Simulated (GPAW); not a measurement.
**MgS (P6_3mc): the gap under uniaxial strain**

Does LDA give the same change of gap under uniaxial strain as G0W0? The case is MgS (P6_3mc).

Main program and level: GPAW 26.7.0; LDA and many-body steps on it, plane waves.

## 1. The structure

Symmetry: P6_3mc, No. 186, hexagonal system. The conventional cell has a = 4.035 Å, b = 4.035 Å, c = 6.432 Å, α = 90.00°, β = 90.00°, γ = 120.00°. Nearest to Mg lie 4 S at 2.45 to 2.47 Å. Nearest to S lie 4 Mg at 2.45 to 2.47 Å. Farther neighbours and most contacts between anions are not listed.

The cell is the Materials Project's (PBE, PBE+U or r2SCAN) relaxed one; fractional positions held. This is not the form that MgS usually takes at ambient conditions.

## 2. Ground state

This step: GPAW 26.7.0; DFT, LDA, plane waves, PAW.

The ground-state density comes first.

File run.py:

```python
import json
import numpy as np
from gpaw.mpi import world
from ase import Atoms
from gpaw import GPAW, PW, FermiDirac

atoms = Atoms(['Mg', 'Mg', 'S', 'S'],
    cell=[[4.0346224068, 0.0000000000, 0.0000000000],
      [-2.0173112034, 3.4940854990, 0.0000000000],
      [0.0000000000, 0.0000000000, 6.4322941800]],
    scaled_positions=[[0.6666666667, 0.3333333333, 0.4957548500],
      [0.3333333333, 0.6666666667, 0.9957548500],
      [0.3333333333, 0.6666666667, 0.3792441500],
      [0.6666666667, 0.3333333333, 0.8792441500]],
    pbc=(True, True, True))
calc = GPAW(mode=PW(450),
    xc='LDA',
    kpts={'size': (6, 6, 4), 'gamma': True},
    occupations=FermiDirac(0.001),
    nbands=-8,
    convergence={'density': 1e-6, 'bands': -3},
    maxiter=100,
    txt='gs.txt')
atoms.calc = calc
res = {'energy': atoms.get_potential_energy(), 'forces': atoms.get_forces(), 'stress': atoms.get_stress()}
kpts = calc.get_ibz_k_points()
res['kpts'] = kpts
res['eigenvalues'] = [calc.get_eigenvalues(kpt=k) for k in range(len(kpts))]
res['n_electrons'] = calc.get_number_of_electrons()
calc.write('gs.gpw')

if world.rank == 0:
    with open('result.json', 'w') as f:
        json.dump(res, f, default=lambda x: x.tolist())
```

Command:

```
$ mpirun -n 8 gpaw python run.py
```

Numbers of over 12 decimals in the logs are rounded to 6 here.

Log:

```text
__  _  _
 | _ |_)|_||  |
 |__||  | ||/\| - 26.7.0

Input parameters:
  mode=PW(ecut=450.000000),
  convergence={'density': 1e-06, 'bands': -3},
  kpts=MonkhorstPack(size=(6, 6, 4), gamma=True),
  maxiter=100,
  nbands=-8,
  occupations=Occupations(name='fermi-dirac', width=0.001, fixmagmom=False),
  xc=XC(name='LDA')
  [... matrices ...]
Diagonalizing LCAO Hamiltonian
Converting LCAO to pw mode

        Mg
[...]
Forces  # eV/Ang
|        x |       y |        z |
|  0.00000 | 0.00000 |  0.05154 |  # Mg   0
| -0.00000 | 0.00000 |  0.05154 |  # Mg   1
|  0.00000 | 0.00000 | -0.05145 |  # S    2
|  0.00000 | 0.00000 | -0.05145 |  # S    3

Force computation time: 0.034  # s

Stress tensor  # eV/Ang^3
|         x |        y |         z |
[...]
|  0.000000 | 0.015947 |  0.000000 |
| -0.000000 | 0.000000 |  0.017187 |

Stress computation time: 0.242  # s

# Writing to gs.gpw (mode='')
  [... matrices ...]
[key lines of the parts left out:]
Converged in 10 steps
Free energy:     -18.855964
dipole moment: (0.000000, 0.000001, 12.625319)  # |e|*Ang
Fermi level: 2.650
```

It took 4 s on 8 MPI ranks of Arm Neoverse V2, shared host; peak memory 1.3 GiB.

This step gave:

```
total energy               : -18.86 eV
gap                        : 3.153 eV
k of the valence top       : 0, 0, 0
k of the conduction bottom : 0, 0, 0
least direct gap           : 3.153 eV
pressure                   : -2.621 GPa
```

The gap is direct, at Γ.

## 3. Empty states on the mesh, 3×3×2 mesh, 426 bands

The sums over transitions need many empty states on a uniform mesh; this step solves for them.

File run.py:

```python
import json
import numpy as np
from gpaw.mpi import world
from gpaw import GPAW

calc = GPAW('gs.gpw').fixed_density(kpts={'size': (3, 3, 2), 'gamma': True},
    parallel={'domain': 1, 'band': 1},
    txt='nscf.txt')
calc.diagonalize_full_hamiltonian(nbands=426)
calc.write('full.gpw', mode='all')
res = {}
kpts = calc.get_ibz_k_points()
res['kpts'] = kpts
res['eigenvalues'] = [calc.get_eigenvalues(kpt=k) for k in range(len(kpts))]
res['n_electrons'] = calc.get_number_of_electrons()

if world.rank == 0:
    with open('result.json', 'w') as f:
        json.dump(res, f, default=lambda x: x.tolist())
```

Command:

```
$ mpirun -n 6 gpaw python run.py
```

Log:

```text
Diagonalizing LCAO Hamiltonian
Converting LCAO to pw mode
convergence criteria:
- Maximum integral of absolute [eigenst]ate change: 4e-08 eV^2 / valence electron
maximum number of iterations: 100

SCF iterations
|iter     |     time |      energy | eigst |  dens |
|iter:   1|  |             | +0.70 |       |
|iter:   2|  |             | -0.69 |       |
|iter:   3|  |             | -1.44 |       |
[...]
|iter:  10|  |             | -6.47 |       |
|iter:  11|  |             | -7.13 |       |
|iter:  12|  |             | -7.73c|       |
SCF steps: 12
  __  _  _
 | _ |_)|_||  |
 |__||  | ||/\| - 26.7.0

Input parameters:
  mode=PW(ecut=450.000000),
  convergence={'density': 1e-06, 'bands': -3},
  gpts=array([20, 20, 32]),
  kpts=MonkhorstPack(size=(3, 3, 2), gamma=True),
  maxiter=100,
  nbands=24,
  occupations=Occupations(name='fermi-dirac', width=0.001, fixmagmom=False),
  parallel={'domain': 1, 'band': 1},
  xc=XC(name='LDA')
Matrix size: 1949x1949
# Writing to full.gpw (mode='all')
  [... matrices ...]

timing:  # [seconds]
  Total: 6.863  # ━━━━━━━━━━━━━━━━━━━━━━━━━━━━━━━━━━━━━━━━━━━━━━━━━━━━━━━━━━━
```

The job ended after 9.6 s (6 MPI ranks; peak memory 2.4 GiB; 57 s of CPU time).

This step gave:

```
gap                                                           : 3.153 eV
k of the valence top                                          : 0, 0, 0
k of the conduction bottom                                    : 0, 0, 0
least direct gap                                              : 3.153 eV
k points computed                                             : 6
lowest point of the top converged band, above the valence top : 151.5542 eV
```

On this mesh the gap is 3.153 eV.

## 4. G0W0, strain +0 %

G0W0 replaces the xc potential by the self-energy, built once from these orbitals. Only a window of levels is corrected, while the sums run over the empty bands that the input names.

This step: G0W0 on LDA, plane waves, PAW.

File run.py:

```python
import json
import numpy as np
from gpaw.mpi import world
from gpaw.response.g0w0 import G0W0

gw = G0W0('full.gpw',
    filename='gw',
    kpts=[0],
    bands=(14, 18),
    ecut=np.float64(160.0),
    integrate_gamma='WS',
    ppa=True,
    ecut_extrapolation=True)
gw.calculate()
res = {mode: {k: v for k, v in r.items() if k != 'sigma_eskwn'}
       for mode, r in gw.all_results.items()}

if world.rank == 0:
    with open('result.json', 'w') as f:
        json.dump(res, f, default=lambda x: x.tolist())
```

Command:

```
$ mpirun -n 8 gpaw python run.py
```

Log:

```text
Using integrator: PointIntegrator
FrequencyGridDescriptor(from 0.000+0.000j to 0.000+27.211j eV, 2 points)
Nonperiodic BCs:  [False False False]
Using integrator: PointIntegrator
FrequencyGridDescriptor(from 0.000+0.000j to 0.000+27.211j eV, 2 points)
Nonperiodic BCs:  [False False False]
  ___  _ _ _
 |   || | | |
 | | || | | |
 |__ ||_____|
 |___|

BZ k-points: Symmetries present (total): 6

  [... matrices ...]
18 k-points: 3 x 3 x 2 Monkhorst-Pack grid + [0.000000,0.000000,1/4]
6 k-points in the irreducible part of the Brillouin zone
       k-points in crystal coordinates                weights
   0:     0.00000000    0.00000000    0.00000000          1/18
   1:     0.00000000    0.00000000    0.50000000          1/18
   2:     0.33333333    0.00000000    0.00000000          6/18
   3:     0.33333333    0.00000000    0.50000000          6/18
   4:     0.33333333    0.33333333    0.00000000          2/18
   5:     0.33333333    0.33333333    0.50000000          2/18

Distributing spins, k-points and bands (1 x 1 x 4) over 8 processes
Number of blocks: 1

Quasi particle states:
k-points (IBZ indices): [0]
Band range: (14, 18)
  [... matrices ...]
Computational parameters:
Extrapolating to infinite plane wave cut-off using points at:
  137.884 eV
  147.917 eV
  160.000 eV
Number of bands: 416
Coulomb cutoff: None
Broadening: 0.1 eV

fxc modes: GW
Kernel: RPA
Using Godby-Needs plasmon-pole approximation:
  Fitting energy: i*E0, E0 = 1.000 Hartree
Summing all q:

Calculating screened Coulomb potential
No Coulomb truncation
FrequencyGridDescriptor(from 0.000+0.000j to 0.000+27.211j eV, 2 points)
Removing empty qpoint cache files...

Calculating chi0 body with:
    Ground state adapter containing:
    Number of spins: 1
    Number of kpoints: 18
    Number of irreducible kpoints: 6
    Number of completely occupied states: 16
    Number of partially occupied states: 16
    Occupied states memory: 3.125 M / cpu

    Linear response parametrization:
    q_c: [0.0, 0.0, 0.0]
    Number of frequency points: 2
    Planewave cutoff: 160.0
    Number of bands: 416
    Number of planewaves: 391
    Broadening (eta): 1e-06
    comm.size: 8
    kncomm.size: 8
    blockcomm.size: 1

    Memory estimate of potentially large arrays:
        chi0_wGG: 4.665558 M / cpu
Integrating chi0 body.

Symmetries of q_c:
    Direct symmetries (Uq -> q): 6
    Indirect symmetries (TUq -> q): 6
In total 12 allowed symmetries.

  [... matrices ...]
6 groups of equivalent kpoints. 66.666667% reduction.

Integral kind: response function
Integrating chi0 head and wings.

Symmetries of q_c:
    Direct symmetries (Uq -> q): 6
    Indirect symmetries (TUq -> q): 6
In total 12 allowed symmetries.

  [... matrices ...]
6 groups of equivalent kpoints. 66.666667% reduction.

Integral kind: response function wings

Calculating chi0 body with:
    Ground state adapter containing:
    Number of spins: 1
    Number of kpoints: 18
    Number of irreducible kpoints: 6
    Number of completely occupied states: 16
    Number of partially occupied states: 16
    Occupied states memory: 3.125 M / cpu

[... the further q-points ...]
Extrapolating selfenergy to infinite energy cutoff:
  Performing linear fit to 3 points
  Minimum R^2 = 0.9994. (R^2 Should be close to 1)
  [... matrices ...]
Results:
f:      Occupation numbers
eps:     KS-eigenvalues [eV]
vxc:     KS vxc [eV]
exx:     Exact exchange [eV]
sigma:   Self-energies [eV]
dsigma:  Self-energy derivatives
Z:       Renormalization factors
qp:      QP-energies [eV]

k-point 0 (0): (0.000, 0.000, 0.000)                GW
band       f     eps     vxc     exx   sigma  dsigma       Z      qp
                                                                   GW
  14   1.000   1.530 -15.069 -18.191   1.446  -0.282   0.780   0.223
  15   1.000   1.693 -15.157 -18.118   1.347  -0.281   0.781   0.432
  16   0.000   4.845 -10.961  -6.547  -3.737  -0.223   0.818   5.399
  17   0.000   6.119 -10.440  -5.696  -3.828  -0.222   0.819   6.870
```

The job ended after 100 s (8 MPI ranks; peak memory 2.8 GiB).

This step gave:

| Item | Value |
| --- | --- |
| quasiparticle gap on the points computed | 4.966 eV |
| least direct quasiparticle gap on the computed points | 4.966 eV |
| Z at the valence top | 0.7806 |
| Z at the conduction bottom | 0.8179 |
| starting gap on the mesh | 3.153 eV |
| k of the valence top | 0, 0, 0 |
| k of the conduction bottom | 0, 0, 0 |
| gaps at the cutoffs of the extrapolation | 4.871, 4.880, 4.890 eV |

The gap on the mesh goes from 3.15 eV to 4.97 eV, a correction of +1.81 eV.

## 5. One-shot HSE06, strain +0 %

This step: one-shot HSE06 levels on LDA orbitals, plane waves, PAW.

File run.py:

```python
import json
import numpy as np
from gpaw.mpi import world
from gpaw.hybrids.eigenvalues import non_self_consistent_eigenvalues

dft, vxc, vxc_hyb = non_self_consistent_eigenvalues('full.gpw', 'HSE06', 14, 18, kpt_indices=[0])
res = {'dft': dft[0], 'hybrid': (dft - vxc + vxc_hyb)[0]}
if world.rank == 0:
    with open('hybrid.txt', 'w') as f:
        for k, e0, e1 in zip([0], res['dft'], res['hybrid']):
            print(k, ' '.join(f'{x:9.4f}' for x in e0), '|', ' '.join(f'{x:9.4f}' for x in e1), file=f)

if world.rank == 0:
    with open('result.json', 'w') as f:
        json.dump(res, f, default=lambda x: x.tolist())
```

Command:

```
$ mpirun -n 8 gpaw python run.py
```

Log:

```text
IBZ(<points: 6, symmetries: 6>)
Occupied bands: 16
Transforming wave functions from IBZ to BZ: 0.009 seconds
Distributing wave functions and iFFT-ing to real space: 0.024 seconds
Calculating eigenvalues:
  k-points: 1
  Bands: 14-17 (inclusive)
  Seconds: 0.054 (wave-function broadcasting: 0.004 seconds)
HSE06-eigenvalue shifts:
  min: -0.640 eV
  ave: 0.062 eV
  max: 0.792 eV
```

It took 2.2 s on 8 MPI ranks; peak memory 1.2 GiB.

This step gave:

| Property | Result |
| --- | --- |
| starting gap on the mesh | 3.153 eV |
| hybrid gap on the mesh | 4.465 eV |
| least direct hybrid gap on the computed points | 4.465 eV |

## 6. G0W0, strain -1 %

This step: G0W0 on LDA, plane waves, PAW.

The cell differs from the one that the last finished run ended in (c 6.432 → 6.368 Å).

File run.py:

```python
import json
import numpy as np
from gpaw.mpi import world
from gpaw.response.g0w0 import G0W0

gw = G0W0('full.gpw',
    filename='gw',
    kpts=[0],
    bands=(14, 18),
    ecut=np.float64(161.076),
    integrate_gamma='WS',
    ppa=True,
    ecut_extrapolation=True)
gw.calculate()
res = {mode: {k: v for k, v in r.items() if k != 'sigma_eskwn'}
       for mode, r in gw.all_results.items()}

if world.rank == 0:
    with open('result.json', 'w') as f:
        json.dump(res, f, default=lambda x: x.tolist())
```

Command:

```
$ mpirun -n 8 gpaw python run.py
```

Log:

```text
Using integrator: PointIntegrator
FrequencyGridDescriptor(from 0.000+0.000j to 0.000+27.211j eV, 2 points)
Nonperiodic BCs:  [False False False]
Using integrator: PointIntegrator
FrequencyGridDescriptor(from 0.000+0.000j to 0.000+27.211j eV, 2 points)
Nonperiodic BCs:  [False False False]
  ___  _ _ _
 |   || | | |
 | | || | | |
 |__ ||_____|
 |___|

BZ k-points: Symmetries present (total): 6

  [... matrices ...]
18 k-points: 3 x 3 x 2 Monkhorst-Pack grid + [0.000000,0.000000,1/4]
6 k-points in the irreducible part of the Brillouin zone
[...]
Results:
f:      Occupation numbers
eps:     KS-eigenvalues [eV]
vxc:     KS vxc [eV]
exx:     Exact exchange [eV]
sigma:   Self-energies [eV]
dsigma:  Self-energy derivatives
Z:       Renormalization factors
qp:      QP-energies [eV]

k-point 0 (0): (0.000, 0.000, 0.000)                GW
band       f     eps     vxc     exx   sigma  dsigma       Z      qp
                                                                   GW
  14   1.000   1.595 -15.074 -18.195   1.445  -0.281   0.781   0.286
  15   1.000   1.783 -15.220 -18.185   1.347  -0.280   0.781   0.519
  16   0.000   4.968 -11.001  -6.569  -3.754  -0.222   0.818   5.523
  17   0.000   6.175 -10.450  -5.704  -3.827  -0.221   0.819   6.928
```

Elapsed: 99 s, on 8 MPI ranks; peak memory 2.8 GiB; 13 min of CPU time.

This step gave:

| Item | Value |
| --- | --- |
| quasiparticle gap on the points computed | 5.003 eV |
| least direct quasiparticle gap on the computed points | 5.003 eV |
| starting gap on the mesh | 3.185 eV |
| k of the valence top | 0, 0, 0 |
| k of the conduction bottom | 0, 0, 0 |
| gaps at the cutoffs of the extrapolation | 4.907, 4.916, 4.926 eV |

The gap on the mesh goes from 3.19 eV to 5.00 eV, a correction of +1.82 eV.

Ground state, empty states and screening of this cell were made anew, as for the first cell; those steps are not shown. Ions: fractional positions held.

## 7. One-shot HSE06, strain -1 %

This step: one-shot HSE06 levels on LDA orbitals, plane waves, PAW.

File run.py:

```python
import json
import numpy as np
from gpaw.mpi import world
from gpaw.hybrids.eigenvalues import non_self_consistent_eigenvalues

dft, vxc, vxc_hyb = non_self_consistent_eigenvalues('full.gpw', 'HSE06', 14, 18, kpt_indices=[0])
res = {'dft': dft[0], 'hybrid': (dft - vxc + vxc_hyb)[0]}
if world.rank == 0:
    with open('hybrid.txt', 'w') as f:
        for k, e0, e1 in zip([0], res['dft'], res['hybrid']):
            print(k, ' '.join(f'{x:9.4f}' for x in e0), '|', ' '.join(f'{x:9.4f}' for x in e1), file=f)

if world.rank == 0:
    with open('result.json', 'w') as f:
        json.dump(res, f, default=lambda x: x.tolist())
```

Command:

```
$ mpirun -n 8 gpaw python run.py
```

Log:

```text
IBZ(<points: 6, symmetries: 6>)
Occupied bands: 16
Transforming wave functions from IBZ to BZ: 0.009 seconds
Distributing wave functions and iFFT-ing to real space: 0.029 seconds
Calculating eigenvalues:
  k-points: 1
  Bands: 14-17 (inclusive)
  Seconds: 0.047 (wave-function broadcasting: 0.004 seconds)
HSE06-eigenvalue shifts:
  min: -0.640 eV
  ave: 0.063 eV
  max: 0.792 eV
```

It took 2.1 s on 8 MPI ranks; peak memory 1.2 GiB; 16 s of CPU time.

This step gave:

```yaml
starting_gap_on_the_mesh: 3.185 eV
hybrid_gap_on_the_mesh: 4.502 eV
least_direct_hybrid_gap_on_the_computed_points: 4.502 eV
```

## 8. G0W0, strain +1 %

This step: G0W0 on LDA, plane waves, PAW.

The cell differs from the one that the last finished run ended in (c 6.368 → 6.497 Å).

File run.py:

```python
import json
import numpy as np
from gpaw.mpi import world
from gpaw.response.g0w0 import G0W0

gw = G0W0('full.gpw',
    filename='gw',
    kpts=[0],
    bands=(14, 18),
    ecut=np.float64(158.942),
    integrate_gamma='WS',
    ppa=True,
    ecut_extrapolation=True)
gw.calculate()
res = {mode: {k: v for k, v in r.items() if k != 'sigma_eskwn'}
       for mode, r in gw.all_results.items()}

if world.rank == 0:
    with open('result.json', 'w') as f:
        json.dump(res, f, default=lambda x: x.tolist())
```

Command:

```
$ mpirun -n 8 gpaw python run.py
```

Log:

```text
Using integrator: PointIntegrator
FrequencyGridDescriptor(from 0.000+0.000j to 0.000+27.211j eV, 2 points)
Nonperiodic BCs:  [False False False]
Using integrator: PointIntegrator
FrequencyGridDescriptor(from 0.000+0.000j to 0.000+27.211j eV, 2 points)
Nonperiodic BCs:  [False False False]
  ___  _ _ _
 |   || | | |
 | | || | | |
 |__ ||_____|
 |___|

BZ k-points: Symmetries present (total): 6

  [... matrices ...]
18 k-points: 3 x 3 x 2 Monkhorst-Pack grid + [0.000000,0.000000,1/4]
6 k-points in the irreducible part of the Brillouin zone
[...]
Results:
f:      Occupation numbers
eps:     KS-eigenvalues [eV]
vxc:     KS vxc [eV]
exx:     Exact exchange [eV]
sigma:   Self-energies [eV]
dsigma:  Self-energy derivatives
Z:       Renormalization factors
qp:      QP-energies [eV]

k-point 0 (0): (0.000, 0.000, 0.000)                GW
band       f     eps     vxc     exx   sigma  dsigma       Z      qp
                                                                   GW
  14   1.000   1.468 -15.064 -18.187   1.447  -0.283   0.779   0.161
  15   1.000   1.604 -15.094 -18.054   1.343  -0.282   0.780   0.343
  16   0.000   4.724 -10.918  -6.524  -3.721  -0.223   0.818   5.274
  17   0.000   6.064 -10.433  -5.689  -3.829  -0.222   0.818   6.812
```

The job ended after 98 s (8 MPI ranks; peak memory 2.7 GiB).

Numbers from this step:

```yaml
quasiparticle_gap_on_the_points_computed: 4.931 eV
least_direct_quasiparticle_gap_on_the_computed_points: 4.931 eV
starting_gap_on_the_mesh: 3.120 eV
k_of_the_valence_top: 0, 0, 0
k_of_the_conduction_bottom: 0, 0, 0
gaps_at_the_cutoffs_of_the_extrapolation: 4.834, 4.844, 4.854 eV
```

The gap on the mesh goes from 3.12 eV to 4.93 eV, a correction of +1.81 eV.

Again on this cell's own states.

## 9. One-shot HSE06, strain +1 %

This step: one-shot HSE06 levels on LDA orbitals, plane waves, PAW.

File run.py:

```python
import json
import numpy as np
from gpaw.mpi import world
from gpaw.hybrids.eigenvalues import non_self_consistent_eigenvalues

dft, vxc, vxc_hyb = non_self_consistent_eigenvalues('full.gpw', 'HSE06', 14, 18, kpt_indices=[0])
res = {'dft': dft[0], 'hybrid': (dft - vxc + vxc_hyb)[0]}
if world.rank == 0:
    with open('hybrid.txt', 'w') as f:
        for k, e0, e1 in zip([0], res['dft'], res['hybrid']):
            print(k, ' '.join(f'{x:9.4f}' for x in e0), '|', ' '.join(f'{x:9.4f}' for x in e1), file=f)

if world.rank == 0:
    with open('result.json', 'w') as f:
        json.dump(res, f, default=lambda x: x.tolist())
```

Command:

```
$ mpirun -n 8 gpaw python run.py
```

Log:

```text
IBZ(<points: 6, symmetries: 6>)
Occupied bands: 16
Transforming wave functions from IBZ to BZ: 0.009 seconds
Distributing wave functions and iFFT-ing to real space: 0.023 seconds
Calculating eigenvalues:
  k-points: 1
  Bands: 14-17 (inclusive)
  Seconds: 0.046 (wave-function broadcasting: 0.004 seconds)
HSE06-eigenvalue shifts:
  min: -0.640 eV
  ave: 0.061 eV
  max: 0.791 eV
```

It took 2.1 s on 8 MPI ranks; peak memory 1.2 GiB.

This step gave:

- starting gap on the mesh: 3.120 eV
- hybrid gap on the mesh: 4.427 eV
- least direct hybrid gap on the computed points: 4.427 eV

(Continued in part 2 of 2.)

[Paths, hosts, dates, memory and timing lines, banners, echoed tables and standing remarks are left out of the program output.]

[Logs are printed without paths, hosts, clocks, repeated set-up lines and the standing remarks that a program may print on its own settings, such as how far it seeks lower states.]

[Runs of the session that timed out or met a known fault of the program may be left out.]

[Hosts, paths, dates, database ids (printed as entryN), source tags and the programs' standing remarks are cut or masked in the printed files.]
